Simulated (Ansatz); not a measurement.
## ZnAg (Pm-3m): Grüneisen parameters

Aim: how the phonons of ZnAg (Pm-3m) shift with volume, and the thermal expansion that follows.

Program: Ansatz 0.2.0. Level of theory: DFT PBEsol, scalar-relativistic, plane waves, PAW; PAW set soft_1. Results are calculated unless marked as measured.

**1. The starting structure**

The structure is cubic, space group Pm-3m (No. 221). Conventional cell: a = 3.117 Å, b = 3.117 Å, c = 3.117 Å, α = 90.00°, β = 90.00°, γ = 90.00°. Nearest to Zn lie 8 Ag at 2.70 Å. Nearest to Ag lie 8 Zn at 2.70 Å. Farther neighbours are not listed.

**2. Response at finite wavevector**

The cell comes from relaxations at this level that are not shown. Stability and thermal properties need the whole zone. Linear response on a 4×4×4 q mesh gives force constants as far as a supercell of that size would.

The input, input.yaml:

```yaml
crystal:
  lattice:
    - [3.1171120802, 0.0, 0.0]
    - [0.0, 3.1171120802, 0.0]
    - [0.0, 0.0, 3.1171120802]
  atoms:
    - { symbol: Zn, position: [0.5, 0.5, 0.5] }
    - { symbol: Ag, position: [0.0, 0.0, 0.0] }
kpoints:
  mp_grid: { grid: [16, 16, 16] }
hamiltonian:
  xc: pbesol
  pseudopotentials: { kind: paw, azcp: { folder: soft_1 }, xc_functional: pbe }
scf:
  occupations: { method: methfessel_paxton, width: 0.2 }
output:
  eigenvalues: true
phonons:
  method: dfpt
  qmesh: [4, 4, 4]
  temperatures: { t_max: 1000, t_step: 50 }
  qpath:
    path:
      - [[0.0, 0.0, 0.0], [0.0, 0.5, 0.0], [0.5, 0.5, 0.0], [0.0, 0.0, 0.0], [0.5, 0.5, 0.5], [0.0, 0.5, 0.0]]
      - [[0.5, 0.5, 0.5], [0.5, 0.5, 0.0]]
    npoints: 10
```

Started as:

```bash
> ansatz run input.yaml --threads 4 --pin off --max-ram 10240MiB --backend cpu --events-out ev --progress --plain --runs-dir out
```

Numbers of over 12 decimals in the logs are rounded to 6 here.

Output:

```text
Engine: ansatz 0.2.0, aarch64-unknown-linux-gnu
Pseudopotentials: kind: paw
Pseudopotential: Zn, paw, valence charge 12, recommended cutoff 420 eV (normal), soft_1/Zn.paw.azcp
Pseudopotential: Ag, paw, valence charge 19, recommended cutoff 420 eV (normal), soft_1/Ag.paw.azcp
Functional definition: PBEsol
  exchange = pbesol_x
  correlation = pbesol_c
Crystal: 2 atoms, lattice volume = 30.287 Å³
Basis set: ecut = 420 eV, 619 PW (Γ), exchange–correlation on 48×48×48 points (8 copies of the dense FFT grid, shifted against one another)
Bands: 20, of which v1, the nominal top of the filled ones, is band 16 counted from 1 (15 counted from 0)
Symmetry: 48 space group operations
k-points: 165 of 4096
Non-local potential: Zn, projectors of the file, l = 0: 2, l = 1: 2, l = 2: 3, l = 3: 1
Non-local potential: Ag, projectors of the file, l = 0: 3, l = 1: 2, l = 2: 2, l = 3: 1
PAW form: soft (Blöchl's): semilocal exchange-correlation on the pseudo side does not see the compensation charge
PAW frozen core: Zn, regenerated for the run's functional, and the local potential with it (the file was generated under x = pbe(κ = 0.804, μ = 0.219515), c = pbe(β = 0.066725))
PAW frozen core: Ag, regenerated for the run's functional, and the local potential with it (the file was generated under x = pbe(κ = 0.804, μ = 0.219515), c = pbe(β = 0.066725))
PAW one-centre angular grid: Zn, 590 points (default); XC on 64 Gauss nodes
PAW one-centre angular grid: Ag, 590 points (default); XC on 64 Gauss nodes
Initial density: superposition of atomic densities (chi_scale 0.1, normalization cell, long waves kept (reshape's long-wave potential 0.00 eV rms))
Initial wavefunctions: pseudopotential atomic-orbital guess
Functional: x = pbesol(κ = 0.804, μ = 0.123457), c = pbesol(β = 0.046)
SCF iter   1: F=—  HF=-10804.302154 eV  |F-HF|=—  |Δ(HF+E_count)|=         —  Δρ=1.06e-1  dr2=3.93e0  ethr=3.10e-3  ⟨swp⟩=4.9  Hψ=15270  notcnv=0
preconditioner: auto → none  [metal: Δε(μ)=0.023 eV  Ē_g=12.570 eV  σ=0.200 eV  W_gap=0.10  n_scr=6 (ndim 8)  ℏωp=32.4 eV  f_vac=0.000  D(μ)=0.59/eV (n_scr^D=0)  sad-step TF]
SCF iter   2: F=—  HF=-10803.709854 eV  |F-HF|=—  |Δ(HF+E_count)|=   5.92e-1  S|Δr|=    0.00e0  Δρ=6.13e-2  dr2=1.47e0  ethr=3.10e-3  ⟨swp⟩=2.4  Hψ=6021  notcnv=0  defer=53
SCF iter   3: F=—  HF=-10803.350594 eV  |F-HF|=—  |Δ(HF+E_count)|=   3.59e-1  S|Δr|=    0.00e0  Δρ=1.22e-2  dr2=3.14e-2  ethr=3.10e-3  ⟨swp⟩=2.0  Hψ=4868  notcnv=0  defer=53
SCF iter   4: F=—  HF=-10803.345408 eV  |F-HF|=—  |Δ(HF+E_count)|=   5.19e-3  S|Δr|=    0.00e0  Δρ=7.56e-3  dr2=9.15e-3  ethr=1.01e-4  ⟨swp⟩=2.0  Hψ=6922  notcnv=0  defer=54
SCF iter   5: F=—  HF=-10803.341101 eV  |F-HF|=—  |Δ(HF+E_count)|=   4.31e-3  S|Δr|=    0.00e0  Δρ=6.64e-4  dr2=4.52e-5  ethr=2.95e-5  ⟨swp⟩=2.0  Hψ=4908  notcnv=0  defer=54
SCF iter   6: F=—  HF=-10803.341188 eV  |F-HF|=—  |Δ(HF+E_count)|=   8.74e-5  S|Δr|=    0.00e0  Δρ=1.10e-4  dr2=4.05e-6  ethr=1.46e-7  ⟨swp⟩=2.2  Hψ=5866  notcnv=0  defer=54
SCF iter   7: F=—  HF=-10803.341188 eV  |F-HF|=—  |Δ(HF+E_count)|=   6.68e-7  S|Δr|=    0.00e0  Δρ=5.93e-6  dr2=6.39e-9  ethr=1.31e-8  ⟨swp⟩=2.1  Hψ=4141  notcnv=0  defer=54
SCF iter   8: F=—  HF=-10803.341188 eV  |F-HF|=—  |Δ(HF+E_count)|=   5.45e-7  S|Δr|=    0.00e0  Δρ=1.45e-6  dr2=1.04e-9  ethr=2.06e-11  ⟨swp⟩=2.1  Hψ=5767  notcnv=0  defer=54
SCF iter   9: F=-10803.341188 eV  HF=-10803.341188 eV  |F-HF|=1.82e-12  |Δ(HF+E_count)|=  2.96e-10  S|Δr|=    0.00e0  Δρ=8.88e-8  dr2=1.91e-12  ethr=1.00e-12  ⟨swp⟩=6.3  Hψ=16711  notcnv=0
SCF 1 converged in 9 iterations: F = -10803.341188 eV  dr2 = 1.91e-12
  greatest PAW one-centre occupation: 1.001 electrons in one spin orbital (limit 2), on the Ag atom at site 1 (counted from 0), in its partial waves of l = 0
phonons: the bands overlap, so this run is a metal and interpolates without the dipole-dipole term. If the crystal is really an insulator or semiconductor, its LO-TO splitting is missing
NSCF: frozen V_eff on 165 k-points
WARN: eigensolver did not converge (k=94): 1 band(s) unlocked after 20 sweeps at ethr=1.05e-12 eV (storage-precision floor; scheduled 1.00e-12 eV) (lowest unlocked band 19, counted from 0; max residual 9.01e-6 eV among the unlocked bands, 9.01e-6 eV over every band; other slots of this pass that fall short are told together in one closing line; warning suppressed until the next SCF loop or pass starts)
NSCF: frozen V_eff on 405 k-points
DFPT response loops at q = (0, 0, 0) (fractional): preconditioner auto → Kerker (q_TF=auto, 2.739 Å⁻¹) (partly filled bands, converged f_vac=0.000); β = 1.00, the filter's whole step (`scf.mixing.beta` (0.50) is not read by the response loops under this deck's `scf.mixing.preconditioner`; to damp them name `kerker` or `kerker_dos`, under which they read `scf.mixing.beta`, and type it under 1.00, their step now; both keys bind the ground state too); Broyden in place of MSR1
NSCF: frozen V_eff on 2592 k-points
DFPT response loops at q = (0, 0, 0.25) (fractional): mixed as the last ones told, above
NSCF: frozen V_eff on 1458 k-points
DFPT response loops at q = (0, 0, -0.5) (fractional): mixed as the last ones told, above
NSCF: frozen V_eff on 4608 k-points
DFPT response loops at q = (0, 0.25, 0.25) (fractional): mixed as the last ones told, above
NSCF: frozen V_eff on 2592 k-points
DFPT response loops at q = (0, 0.25, -0.5) (fractional): mixed as the last ones told, above
NSCF: frozen V_eff on 1458 k-points
DFPT response loops at q = (0, -0.5, -0.5) (fractional): mixed as the last ones told, above
NSCF: frozen V_eff on 4352 k-points
DFPT response loops at q = (0.25, 0.25, 0.25) (fractional): mixed as the last ones told, above
NSCF: frozen V_eff on 4608 k-points
DFPT response loops at q = (0.25, 0.25, -0.5) (fractional): mixed as the last ones told, above
NSCF: frozen V_eff on 2592 k-points
DFPT response loops at q = (0.25, -0.5, -0.5) (fractional): mixed as the last ones told, above
NSCF: frozen V_eff on 810 k-points
DFPT response loops at q = (-0.5, -0.5, -0.5) (fractional): mixed as the last ones told, above
SCF converged after 9 iterations
Stability not checked: this state was not tested for a lower state beside it, because cold or Methfessel-Paxton smearing, or corrected tetrahedra, fill the levels in a way that the test cannot read (fill_not_monotonic; see scf.lower_state_search)
Free energy (F): -10803.341188 eV
Harris-Foulkes:  -10803.341188 eV  (|F-HF|=1.82e-12)
Internal energy: -10803.339523 eV  (E = F + TS)
E sigma→0 (E₀):  -10803.340772 eV
Entropy (-TS):   -0.001665 eV (-0.833 meV/atom)
Fermi energy:    15.500406 eV
--- Per-component energies (eV) ---
  E_band       = -179.821719
  E_kinetic    = 615.034493
  E_local      = -3793.411030  (includes V_loc(G=0)·N_el)
  E_nonlocal   = 853.012291
  E_hartree    = 1657.295576
  E_xc         = -236.776425
  E_vxc        = -253.544333  (∫ρ·V_xc dr)
  E_paw        = -5745.445415  (= ΣΔE_a)
  E_vpaw       = -915.504422  (= ΣTr[D̂ρ^β])
  E_aug_tail   = 0.000093  (compensation charges beyond the density's cutoff)
  E_ewald      = -4154.169203
  E_core_change = 1.120096  (= ΣΔE_core)
  E_smearing   = -0.001665  (= −TS)
  E_closure    = -0.000000  (closes the sum)
  Σ components = -10803.341188   (vs F -10803.341188, Δ=0.00e0)
--- Band table (eV; the first three rows and the last of 165) ---
  k-point 0: bands = [... 12 lower, 11.1631, 11.1631, 11.1631, 20.8849, 20.8849, 20.8849, 26.2558, 26.7916]
  k-point 1: bands = [... 12 lower, 11.1250, 11.1250, 11.1572, 20.3315, 20.9995, 20.9995, 26.4201, 26.7826]
  k-point 2: bands = [... 12 lower, 11.0191, 11.0191, 11.1405, 19.1138, 21.3352, 21.3352, 26.5136, 26.7563]
  k-point 164: bands = [... 12 lower, 11.5709, 11.5709, 17.3099, 19.6477, 19.6477, 19.6477, 20.3724, 20.3724]
--- Phonons (Γ-DFPT): 2 representative perturbations + reference (Σ response iterations 6) ---
  ASR residual: 4.261e-5 → 0.000e0 eV/Å²; symmetrization residual: 2.061e-6 eV/Å²
  ASR residual per site (eV/Å²): 3.13e-5 4.26e-5
  Γ frequencies (cm⁻¹): 0.00 0.00 0.00 161.97 161.97 161.97
--- Phonons (arbitrary-q DFPT): 10 irreducible q on the 4×4×4 mesh ---
  q = [0.0000, 0.0000, 0.0000] (star 1, of the zone-centre solve; hermiticity 1.05e-6, symmetrization 3.52e-12): -0.00 -0.00 0.00 161.97 161.97 161.97
  q = [0.0000, 0.0000, 0.2500] (star 6, 4 solved perturbations in 4032 linear systems a pass and spin channel, the states on 1296 of 4096 k-point pairs; hermiticity 9.12e-7, symmetrization 1.15e-12): 63.49 63.49 84.54 150.85 150.85 162.55
  q = [0.0000, 0.0000, -0.5000] (star 3, 4 solved perturbations in 2268 linear systems a pass and spin channel, the states on 729 of 4096 k-point pairs; hermiticity 1.85e-13, symmetrization 5.10e-13): 94.88 94.88 127.67 131.24 131.24 153.16
  q = [0.0000, 0.2500, 0.2500] (star 12, 4 solved perturbations in 7056 linear systems a pass and spin channel, the states on 2304 of 4096 k-point pairs; hermiticity 1.32e-6, symmetrization 3.31e-13): 17.80 83.56 107.99 143.03 148.30 176.99
  q = [0.0000, 0.2500, -0.5000] (star 12, 6 solved perturbations on 1296 of 4096 k-point pairs; hermiticity 1.27e-6, symmetrization 6.73e-14): 53.38 71.42 97.83 133.34 172.18 176.57
  q = [0.0000, -0.5000, -0.5000] (star 3, 4 solved perturbations in 2268 linear systems a pass and spin channel, the states on 729 of 4096 k-point pairs; hermiticity 7.51e-7, symmetrization 3.72e-13): 24.18 24.18 105.73 136.59 188.97 188.97
  q = [0.2500, 0.2500, 0.2500] (star 8, 2 solved perturbations on 2176 of 4096 k-point pairs; hermiticity 8.91e-7, symmetrization 7.67e-13): 58.49 58.49 92.19 160.40 162.57 162.57
  q = [0.2500, 0.2500, -0.5000] (star 12, 4 solved perturbations in 7056 linear systems a pass and spin channel, the states on 2304 of 4096 k-point pairs; hermiticity 1.02e-6, symmetrization 3.62e-12): 57.80 68.06 97.99 134.31 171.19 173.56
  q = [0.2500, -0.5000, -0.5000] (star 6, 4 solved perturbations in 4032 linear systems a pass and spin channel, the states on 1296 of 4096 k-point pairs; hermiticity 9.62e-7, symmetrization 1.75e-13): 62.80 62.80 102.05 135.22 172.75 172.75
  q = [-0.5000, -0.5000, -0.5000] (star 1, 2 solved perturbations on 405 of 4096 k-point pairs; hermiticity 3.86e-14, symmetrization 2.89e-12): 114.63 114.63 114.63 142.56 142.56 142.56
  sum rule: each row above includes the acoustic sum rule's correction from the zone centre's row sums; it moved no ω² by more than (0.36 cm⁻¹)²
  mesh force constants: q→R imaginary residual 4.28e-18; ASR residual 4.261e-5 → 0.000e0 eV/Å²; symmetrization residual 2.665e-15 eV/Å²
  interpolated dispersion: 62 rows × 6 modes
  density of states and harmonic sums: on the 20×20×20 q-mesh, interpolated from the force constants of a 4×4×4 supercell (no non-analytic term)
  largest difference from the sums on the solved wave vectors: F 9.39e-3 eV, S 1.34e-5 and C_V 4.01e-6 eV/K
  zero-point energy: 0.043052 eV/cell   skipped modes (ω ≤ 0): 3   left out of the sums: 6.25e-5 of the cell's modes: C_V's classical limit lies that fraction below 3 k_B per atom; for a crystal, a wire or a layer, F and S can be off by more, and a phonons.interpolated_qmesh denser along its periods is the remedy for the sampling
```

The job ended after 9.3 min (4 threads of Arm Neoverse V1, shared host; peak memory 3.5 GiB; 36 min of CPU time).

Numbers from this step:

| Property | Result |
| --- | --- |
| volume per atom | 15.14 Å³ |
| gap on the k-mesh | 0 eV |
| sum-rule residual before enforcement | 4.26e-5 eV/Å² |
| lowest frequency on the path | 0 cm⁻¹ |
| point group | m-3m |
| highest frequency on the path or at a solved wavevector | 189 cm⁻¹ |
| mean frequency | 115.7 cm⁻¹ |
| Debye temperature (second moment) | 233 K |
| logarithmic mean frequency | 103.2 cm⁻¹ |
| highest optical mode at the zone centre (no LO-TO term) | 162.0 cm⁻¹ |
| lowest optical zone-centre mode | 162.0 cm⁻¹ |
| lowest mode on the q mesh (acoustic modes at Γ apart) | 17.8 cm⁻¹ |
| zero-point energy per atom | 21.53 meV |
| heat capacity at 300 K | 24.21 J/(mol atoms K) |
| vibrational entropy at 300 K | 42.85 J/(mol atoms K) |

Frequencies (cm⁻¹) solved at each irreducible wavevector; negative means imaginary. Frequencies by wavevector, by row:

```csv
q in reciprocal lattice units,star,mode 1,mode 2,mode 3,mode 4,mode 5,mode 6
0 0 0,1,0,0,0,162,162,162
0 0 0.25,6,63.5,63.5,84.5,150.8,150.8,162.6
0 0 -0.5,3,94.9,94.9,127.7,131.2,131.2,153.2
0 0.25 0.25,12,17.8,83.6,108,143,148.3,177
0 0.25 -0.5,12,53.4,71.4,97.8,133.3,172.2,176.6
0 -0.5 -0.5,3,24.2,24.2,105.7,136.6,189,189
0.25 0.25 0.25,8,58.5,58.5,92.2,160.4,162.6,162.6
0.25 0.25 -0.5,12,57.8,68.1,98,134.3,171.2,173.6
0.25 -0.5 -0.5,6,62.8,62.8,102,135.2,172.8,172.8
-0.5 -0.5 -0.5,1,114.6,114.6,114.6,142.6,142.6,142.6
```

Symmetry leaves 10 wavevectors to solve. The lowest mode among them, the acoustic zeros apart, lies at q = (0, 0.25, 0.25) and is real, 17.8 cm⁻¹.

**3. Relaxing at another volume, volume ratio 0.97**

The volume is scaled by 0.97 and held; symmetry leaves nothing to relax, so this is a single point. The modes can then be followed against volume.

input.yaml, the sections that differ from step 2:

```yaml
crystal:
  lattice:
    - [3.0856239468, 0.0, 0.0]
    - [0.0, 3.0856239468, 0.0]
    - [0.0, 0.0, 3.0856239468]
  atoms:
    - { symbol: Zn, position: [0.5, 0.5, 0.5] }
    - { symbol: Ag, position: [0.0, 0.0, 0.0] }
output:
  forces: true
  stress: true
  eigenvalues: true
# kpoints, hamiltonian, scf: as in step 2
# phonons: removed
```

Output:

```text
[...]
Crystal: 2 atoms, lattice volume = 29.378 Å³
Basis set: ecut = 420 eV, 587 PW (Γ), exchange–correlation on 48×48×48 points (8 copies of the dense FFT grid, shifted against one another)
Bands: 20, of which v1, the nominal top of the filled ones, is band 16 counted from 1 (15 counted from 0)
Symmetry: 48 space group operations
[...]
k-points: 165 of 4096
[...]
--- Band table (eV; the first three rows and the last of 165) ---
  k-point 0: bands = [... 12 lower, 11.7368, 11.7368, 11.7368, 21.5828, 21.5828, 21.5828, 27.3159, 27.6257]
  k-point 1: bands = [... 12 lower, 11.6960, 11.6960, 11.7303, 21.0303, 21.7018, 21.7018, 27.4319, 27.6130]
  k-point 2: bands = [... 12 lower, 11.5825, 11.5825, 11.7116, 19.8046, 22.0500, 22.0500, 27.4859, 27.5758]
  k-point 164: bands = [... 12 lower, 12.1556, 12.1556, 18.0601, 20.3331, 20.3331, 20.3331, 21.1241, 21.1241]
[key lines of the parts left out:]
SCF converged after 7 iterations
Free energy (F): -10803.330762 eV
Fermi energy:    16.141541 eV
P = ⅓ Tr σ = 3.8022 GPa (38.022 kbar)
```

Run time: 1.7 s. Hardware: 4 threads; peak memory 0.38 GiB; 5.9 s of CPU time.

Numbers from this step:

* pressure: 3.802 GPa
* volume per atom: 14.69 Å³

The run ends at a pressure of 3.80 GPa.

**4. Phonons at the other volume, volume ratio 0.97**

The phonons are repeated at this volume on the same k and q meshes.

input.yaml: that of step 3 with these lines changed.

```diff
@@ -16,4 +16,11 @@
 output:
-  forces: true
-  stress: true
   eigenvalues: true
+phonons:
+  method: dfpt
+  qmesh: [4, 4, 4]
+  temperatures: { t_max: 1000, t_step: 50 }
+  qpath:
+    path:
+      - [[0.0, 0.0, 0.0], [0.0, 0.5, 0.0], [0.5, 0.5, 0.0], [0.0, 0.0, 0.0], [0.5, 0.5, 0.5], [0.0, 0.5, 0.0]]
+      - [[0.5, 0.5, 0.5], [0.5, 0.5, 0.0]]
+    npoints: 10
```

Output:

```text
[...]
Crystal: 2 atoms, lattice volume = 29.378 Å³
Basis set: ecut = 420 eV, 587 PW (Γ), exchange–correlation on 48×48×48 points (8 copies of the dense FFT grid, shifted against one another)
Bands: 20, of which v1, the nominal top of the filled ones, is band 16 counted from 1 (15 counted from 0)
Symmetry: 48 space group operations
k-points: 165 of 4096
[...]
SCF iter   1: F=—  HF=-10804.315343 eV  |F-HF|=—  |Δ(HF+E_count)|=         —  Δρ=1.09e-1  dr2=3.98e0  ethr=3.10e-3  ⟨swp⟩=4.9  Hψ=15310  notcnv=0
[...]
SCF iter   9: F=-10803.330762 eV  HF=-10803.330762 eV  |F-HF|=0.00e0  |Δ(HF+E_count)|=  2.04e-10  S|Δr|=    0.00e0  Δρ=9.33e-8  dr2=2.59e-12  ethr=1.00e-12  ⟨swp⟩=6.2  Hψ=16852  notcnv=0
SCF 1 converged in 9 iterations: F = -10803.330762 eV  dr2 = 2.59e-12
[...]
NSCF: frozen V_eff on 165 k-points
[...]
SCF converged after 9 iterations
[...]
Free energy (F): -10803.330762 eV
[...]
Internal energy: -10803.329272 eV  (E = F + TS)
E sigma→0 (E₀):  -10803.330389 eV
Entropy (-TS):   -0.001490 eV (-0.745 meV/atom)
Fermi energy:    16.141525 eV
[...]
--- Band table (eV; the first three rows and the last of 165) ---
  k-point 0: bands = [... 12 lower, 11.7368, 11.7368, 11.7368, 21.5828, 21.5828, 21.5828, 27.3159, 27.6257]
  k-point 1: bands = [... 12 lower, 11.6960, 11.6960, 11.7303, 21.0303, 21.7018, 21.7018, 27.4319, 27.6130]
  k-point 2: bands = [... 12 lower, 11.5825, 11.5825, 11.7116, 19.8045, 22.0500, 22.0500, 27.4859, 27.5758]
  k-point 164: bands = [... 12 lower, 12.1556, 12.1556, 18.0601, 20.3330, 20.3330, 20.3330, 21.1241, 21.1241]
[...]
ASR residual: 3.031e-5 → 0.000e0 eV/Å²; symmetrization residual: 2.252e-6 eV/Å²
  ASR residual per site (eV/Å²): 3.03e-5 2.08e-5
  Γ frequencies (cm⁻¹): 0.00 0.00 0.00 174.81 174.81 174.81
--- Phonons (arbitrary-q DFPT): 10 irreducible q on the 4×4×4 mesh ---
[...]
interpolated dispersion: 62 rows × 6 modes
[...]
```

Run time: 9.2 min. Hardware: 4 threads; peak memory 3.4 GiB.

Numbers from this step:

- sum-rule residual before enforcement: 3.03e-5 eV/Å²
- highest frequency on the path or at a solved wavevector: 203.5 cm⁻¹
- mean frequency: 125 cm⁻¹
- Debye temperature (second moment): 251 K
- logarithmic mean frequency: 111.9 cm⁻¹
- highest optical mode at the zone centre (no LO-TO term): 174.8 cm⁻¹
- lowest optical zone-centre mode: 174.8 cm⁻¹
- lowest mode on the q mesh (acoustic modes at Γ apart): 20.67 cm⁻¹
- zero-point energy per atom: 23.25 meV
- heat capacity at 300 K: 24.10 J/(mol atoms K)
- vibrational entropy at 300 K: 40.89 J/(mol atoms K)

Frequencies (cm⁻¹) solved at each irreducible wavevector; negative means imaginary. Frequencies by wavevector, by row:

```csv
q in reciprocal lattice units,star,mode 1,mode 2,mode 3,mode 4,mode 5,mode 6
0 0 0,1,0,0,0,174.8,174.8,174.8
0 0 0.25,6,68.1,68.1,91.8,162.7,162.7,174.8
0 0 -0.5,3,102.7,102.7,138.3,141.5,141.5,163.9
0 0.25 0.25,12,20.7,89.3,116.8,154.1,159.3,190.5
0 0.25 -0.5,12,58.4,77.4,105.3,143.3,185.7,189.8
0 -0.5 -0.5,3,28.2,28.2,112.9,146.4,203.5,203.5
0.25 0.25 0.25,8,64.8,64.8,98.5,172.7,175.2,175.2
0.25 0.25 -0.5,12,62.7,74.1,107.4,145,184.6,186.8
0.25 -0.5 -0.5,6,70,70,111.3,145.8,186.4,186.4
-0.5 -0.5 -0.5,1,125.4,125.4,125.4,153.9,153.9,153.9
```

The highest optical mode at the zone centre (no LO-TO term) is 174.8 cm⁻¹, +12.8 cm⁻¹ against the base run.

[end of part 1 of 2]

[Logs are printed without paths, hosts, clocks, repeated set-up lines and the standing remarks that a program may print on its own settings, such as how far it seeks lower states.]

[Hosts, paths, dates, database ids (printed as entryN), source tags and the programs' standing remarks are cut or masked in the printed files.]
